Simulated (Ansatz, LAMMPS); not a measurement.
# Energy and forces of liquid Mg44Si45Fe11 (at. %) at 1500 K (62 atoms), part 2 of 2

Wanted: forces and levels of liquid Mg44Si45Fe11 (at. %) at 1500 K (62 atoms).

Ansatz 0.2.0; Kohn-Sham DFT, PBEsol, PAW (set soft_2), plane waves.

The cell: 27 Mg, 28 Si and 7 Fe. The network of bonds at the start is that of the classical potential that made the cell. The Brillouin zone is sampled at Γ only, in a cell whose shortest periodic width is 11 Å.

So far: The starting structure; Making the structure; Plane-wave single point.

## 3. Plane-wave single point (continued)

States in the cell by windows of 1 eV, zero at the Fermi level; the larger projections on atomic orbitals stand beside the total:

| from (eV) | to (eV) | total up | total down | Si p | Fe d | Si s | Mg s |
| --- | --- | --- | --- | --- | --- | --- | --- |
| -18 | -12 | 0.0 | 0.0 | 0.0 | 0.0 | 0.0 | 0.0 |
| -12 | -11 | 1.0 | 1.0 | 0.2 | 0.0 | 1.1 | 0.1 |
| -11 | -10 | 1.6 | 1.6 | 0.6 | 0.0 | 2.1 | 0.2 |
| -10 | -9 | 3.9 | 4.1 | 1.3 | 0.1 | 5.2 | 0.8 |
| -9 | -8 | 5.3 | 5.2 | 1.8 | 0.2 | 7.1 | 1.1 |
| -8 | -7 | 7.2 | 7.2 | 2.4 | 0.4 | 9.7 | 1.5 |
| -7 | -6 | 6.1 | 6.0 | 2.7 | 0.6 | 7.9 | 0.8 |
| -6 | -5 | 3.9 | 3.4 | 2.8 | 0.6 | 3.0 | 0.5 |
| -5 | -4 | 8.1 | 7.4 | 8.7 | 1.8 | 1.4 | 2.8 |
| -4 | -3 | 16.2 | 12.9 | 16.2 | 5.7 | 2.0 | 4.2 |
| -3 | -2 | 21.6 | 16.2 | 18.5 | 11.9 | 1.9 | 3.9 |
| -2 | -1 | 24.9 | 20.3 | 18.1 | 17.8 | 2.1 | 4.3 |
| -1 | 0 | 16.5 | 20.1 | 15.8 | 10.5 | 1.8 | 4.5 |
| 0 | 1 | 15.9 | 23.0 | 16.2 | 10.8 | 1.8 | 4.4 |
| 1 | 2 | 14.3 | 16.1 | 12.8 | 3.4 | 1.6 | 4.4 |
| 2 | 3 | 15.2 | 16.0 | 10.4 | 1.9 | 1.5 | 5.3 |

About 272 of the 494 electrons lie in deeper levels, below the stored range.

The levels nearest the highest filled one (over half full), pooled over k-points and spins:

| level less the highest filled one (eV) | occupation |
| --- | --- |
| -0.0994 | 1 |
| -0.0714 | 0.997 |
| -0.0501 | 0.985 |
| -0.0148 | 0.881 |
| -0.0092 | 0.846 |
| 0 | 0.777 |
| 0.0453 | 0.301 |
| 0.0592 | 0.181 |
| 0.0968 | 0.024 |
| 0.115 | 0.006 |
| 0.137 | 0.001 |
| 0.187 | 0 |

Spin density in the ab plane at fractional z = 0.309, with atoms of Mg and Si and Fe within 0.2 Å of it.

Ten even steps from '_' (0.0 e/Å³) to '@' (3.3 e/Å³), each cell a mean:
```
________________________________________________________________
________________________________________________________________
________________________________________________________________
________________________________________________________________
________________________________________________________________
________________________________________________________________
________________________________________________________________
________________________________________________________________
________________________________________________________________
________________________________________________________________
________________________________________________________________
________________________________________________________________
________________________________________________________________
________________________________________________________________
________________________________________________________________
________________________________________________________________
____________________________________________....________________
____________________________________________::--..______________
________________________________________________________________
________________________________________________________________
____________________________________________________..__________
________________________________________________..++@@==..______
________________________________________________..++@@==..______
____________________________________________________..__________
```
Columns run along a (11.4 Å), rows up along b (11.4 Å). Atoms in or near the plane, at fractional coordinates: Mg at (0.24, 0.78), Si at (0.59, 0.09), Si at (0.86, 0.41), Si at (0.66, 0.89), Si at (0.55, 0.38), Si at (0.69, 0.55), Fe at (0.82, 0.08).

Electrostatic potential energy in the ab plane at fractional z = 0.309, with atoms of Mg and Si and Fe within 0.2 Å of it. With pseudopotentials it is smooth inside the atoms' cores, unlike the true potential.

Ten even steps from '_' (-51 eV) to '@' (9 eV), each cell a mean:
```
@@@@@@@@@@@@@@@@@@@@@@@@%%##**##%%@@%%%%##**##%%@@@@@@@@@@@@@@@@
@@@@@@@@@@@@@@@@@@@@@@@@@@%%##%%@@@@%%**::__::**%%@@@@@@@@@@@@@@
@@@@@@@@@@@@@@%%@@@@@@@@@@@@%%%%%%@@%%==______++%%@@@@@@@@@@@@@@
@@@@@@@@@@%%##++**##%%@@@@%%**++**##%%##==::==##%%@@@@@@@@@@@@@@
@@@@@@@@@@##--____==%%@@%%**::__..++%%%%%%%%%%@@@@@@@@@@@@@@@@@@
@@@@@@@@@@##--____==%%@@%%##--__..++%%@@@@@@@@@@@@@@@@@@@@@@@@@@
@@@@@@@@@@%%##++++##%%@@@@%%##****%%@@@@@@@@@@@@@@@@@@%%%%%%%%@@
@@@@@@@@@@@@@@%%%%@@@@@@@@@@@@@@@@@@@@@@@@@@@@@@@@@@@@%%%%%%%%@@
@@@@@@@@@@@@@@@@@@@@@@@@@@@@@@@@@@@@@@@@@@%%##%%%%@@@@@@%%@@@@@@
@@@@@@@@@@@@@@@@@@@@@@@@@@@@@@@@@@@@@@%%##--::--**%%@@@@@@@@@@@@
@@@@@@@@@@@@@@@@@@@@@@@@@@@@@@@@@@@@@@%%==______==%%@@@@@@@@@@@@
@@@@@@@@@@@@@@@@@@@@@@@@@@@@@@@@@@@@@@%%**::__::**%%%%%%@@@@@@@@
@@@@@@@@@@@@@@%%%%%%@@@@@@@@@@@@%%%%%%%%%%##**##%%##++==++##@@@@
@@@@@@@@@@@@%%%%%%%%@@@@@@@@@@%%++::::++%%@@@@@@%%**..____==%%@@
@@@@@@@@@@@@%%%%%%%%@@@@@@@@@@##..____::##@@@@@@%%**..____==%%@@
@@@@@@@@@@@@@@@@%%@@@@@@@@@@@@%%--....==##%%####%%%%**==++##@@@@
@@@@@@@@@@@@@@@@%%%%@@@@@@@@@@@@%%****##%%++--::++%%%%%%@@@@@@@@
@@@@@@@@@@@@@@%%%%%%%%@@@@@@@@@@@@@@@@@@%%++::..==##@@@@@@@@@@@@
@@@@@@@@@@@@@@%%%%%%%%@@@@@@@@@@@@@@@@@@@@##++++##%%@@@@@@@@@@@@
@@@@%%@@@@@@@@@@%%%%@@@@@@@@@@@@@@%%%%%%%%%%%%%%@@%%%%@@@@@@@@@@
@@%%%%%%@@@@@@@@@@@@@@@@@@@@@@@@%%**--::++%%@@@@##++==++%%@@@@@@
@@%%%%%%@@@@@@@@@@@@@@@@@@@@@@@@%%--____..**%%%%==..__..++%%@@@@
@@@@@@@@@@@@@@@@@@@@@@@@@@@@@@@@%%++....--##%%%%++..__..++%%@@@@
@@@@@@@@@@@@@@@@@@@@@@@@@@%%%%%%%%%%##**##%%@@@@%%++==++%%@@@@@@
```
Columns run along a (11.4 Å; values clipped at the 3rd and 97th percentile), rows up along b (11.4 Å). Atoms in or near the plane, at fractional coordinates: Mg at (0.24, 0.78), Si at (0.59, 0.09), Si at (0.86, 0.41), Si at (0.66, 0.89), Si at (0.55, 0.38), Si at (0.69, 0.55), Fe at (0.82, 0.08).

The cell holds a total moment of 10.5 μB; no search proves this magnetic order the lowest. Within 0.4 eV of the Fermi level the largest share is Si p (48 % of the projected weight).

## 4. Structure statistics

These statistics describe the geometry on which the runs were made.

Density 2.05 g/cm³, 23.92 Å³ an atom.

g(r), total and by pair (bins of 0.2 Å):

| r (Å) | total | Si-Si | Si-Mg | Si-Fe | Mg-Mg | Mg-Fe | Fe-Fe |
| --- | --- | --- | --- | --- | --- | --- | --- |
| 2.10 | 0.20 | 0.00 | 0.00 | 1.94 | 0.00 | 0.00 | 0.00 |
| 2.30 | 1.14 | 0.81 | 0.14 | 9.07 | 0.00 | 0.00 | 0.00 |
| 2.50 | 1.69 | 2.66 | 1.58 | 2.78 | 0.00 | 0.53 | 15.10 |
| 2.70 | 1.77 | 1.04 | 2.46 | 2.08 | 0.22 | 1.28 | 16.45 |
| 2.90 | 1.72 | 0.54 | 3.17 | 1.09 | 0.96 | 0.72 | 0.00 |
| 3.10 | 0.93 | 0.30 | 1.15 | 0.93 | 1.16 | 1.00 | 0.00 |
| 3.30 | 1.05 | 0.55 | 1.10 | 0.55 | 1.47 | 1.15 | 4.43 |
| 3.50 | 0.78 | 1.84 | 0.57 | 0.00 | 0.79 | 0.00 | 2.06 |
| 3.70 | 1.36 | 2.07 | 0.80 | 1.33 | 2.00 | 0.92 | 1.69 |
| 3.90 | 0.92 | 0.98 | 0.72 | 1.19 | 1.16 | 0.82 | 1.60 |
| 4.10 | 0.71 | 0.35 | 0.65 | 0.17 | 1.63 | 0.37 | 1.49 |
| 4.30 | 0.99 | 1.05 | 0.71 | 1.80 | 1.04 | 1.02 | 1.32 |
| 4.50 | 0.91 | 1.19 | 0.73 | 0.73 | 1.04 | 0.94 | 1.15 |
| 4.70 | 0.74 | 1.02 | 0.71 | 1.10 | 0.44 | 0.58 | 0.00 |
| 4.90 | 1.17 | 1.00 | 1.14 | 1.64 | 1.14 | 1.03 | 2.01 |
| 5.10 | 1.09 | 1.15 | 0.81 | 1.05 | 1.30 | 1.81 | 0.94 |
| 5.30 | 1.01 | 0.80 | 1.05 | 0.95 | 1.21 | 0.99 | 0.88 |
| 5.50 | 1.10 | 0.80 | 1.27 | 1.18 | 1.07 | 1.13 | 0.00 |

Local excerpt of 8 atoms (numbers count through the whole input) about Si43, which bears the longest force; x, y, z are measured from there.

| atom | x | y | z | distance (Å) | moment (μB) | Fx | Fy | Fz (eV/Å) |
| --- | --- | --- | --- | --- | --- | --- | --- | --- |
| Si43 | 0.00 | 0.00 | 0.00 | 0.00 | -0.02 | 1.50 | 2.08 | 0.22 |
| Mg19 | -1.27 | -1.90 | -0.42 | 2.33 | -0.01 | -1.32 | -1.24 | -0.82 |
| Mg25 | 2.51 | -1.07 | -0.38 | 2.75 | 0.01 | 0.15 | -0.35 | -0.22 |
| Mg21 | 0.92 | 1.81 | 1.93 | 2.80 | 0.00 | -0.06 | -2.15 | -0.20 |
| Mg16 | -0.67 | 2.65 | -1.04 | 2.93 | 0.00 | 0.73 | -0.24 | -0.33 |
| Mg13 | 1.56 | 0.75 | -2.54 | 3.08 | -0.02 | -0.25 | 0.11 | -0.06 |
| Mg24 | 1.14 | -1.97 | 2.27 | 3.21 | 0.00 | -0.45 | 0.06 | 0.18 |
| Si30 | -1.32 | 2.96 | 1.61 | 3.62 | 0.01 | -0.83 | 0.00 | 0.06 |

## 5. Results

| Item | Value |
| --- | --- |
| free energy per atom | -1615.1891 eV/atom |
| pressure | -4.002 GPa |
| r.m.s. force component | 0.6053 eV/Å |
| wall time of the 1 DFT run | 57 s |

What this shows: 6 levels are partly filled, by over 2 % (at Γ alone): no clear gap opens at this level. The cell holds a total moment of 10.5 μB; no search proves this magnetic order the lowest.

What to keep in mind: In the spin-polarised runs the search for a state of lower energy was switched off. The force components of 0.61 eV/Å r.m.s. reflect the temperature of the frame as well as the gap between the generating potential and DFT. The run was spin polarised, started with 7 parallel moments, ending at 10.5 μB in the cell; that starting order needn't be the real material's, and it bears on forces, charges and levels. The moments were started parallel, whereas the real liquid is a paramagnet at this temperature. The pressure of -4.0 GPa is that of one thermal frame, in which the classical model's bond lengths enter as well as the volume, without the kinetic term.

[Logs are printed without paths, hosts, clocks, repeated set-up lines and the standing remarks that a program may print on its own settings, such as how far it seeks lower states.]

[Hosts, paths, dates, database ids (printed as entryN), source tags and the programs' standing remarks are cut or masked in the printed files.]
